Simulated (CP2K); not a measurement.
Two runs for the F K edge of formyl fluoride. Run A: CP2K XAS_TDP, all-electron GAPW, PBEh(45%), aug-cc-pVTZ, TDA, no relativity. Run B differs in one setting.

First lines with a strength over 0.0015. A:

| atom | energy (eV) | states | strength, one atom |
| --- | --- | --- | --- |
| F1 (bonded to C) | 681.63 | 1 | 0.0130 |
|  | 683.69 | 1 | 0.0304 |
|  | 684.61 | 1 | 0.0020 |
|  | 685.82 | 1 | 0.0058 |
|  | 685.97 | 1 | 0.0088 |

B:

| atom | energy (eV) | states | strength, one atom |
| --- | --- | --- | --- |
| F1 (bonded to C) | 684.78 | 1 | 0.0139 |
|  | 686.49 | 1 | 0.0327 |
|  | 687.54 | 1 | 0.0030 |
|  | 688.78 | 1 | 0.0078 |
|  | 688.94 | 1 | 0.0071 |

Q: Which was it: scalar relativity switched on, GW2X switched on, the functional, the basis?

The functional (functional from PBEh(45%) to BHandHLYP; the lines alone don't name the new value). A functional moves all lines by electronvolts and changes their spacings and strengths. Against PBEh(45%) in aug-cc-pVTZ, the leading line moves by +3.15 eV, to 684.78 eV; the strength of F1's goes from 0.0130 to 0.0139. The next line of F1 over the strength cut lies 1.71 eV higher, against 2.06.

[Hosts, paths, dates, database ids (printed as entryN), source tags and the programs' standing remarks are cut or masked in the printed files.]
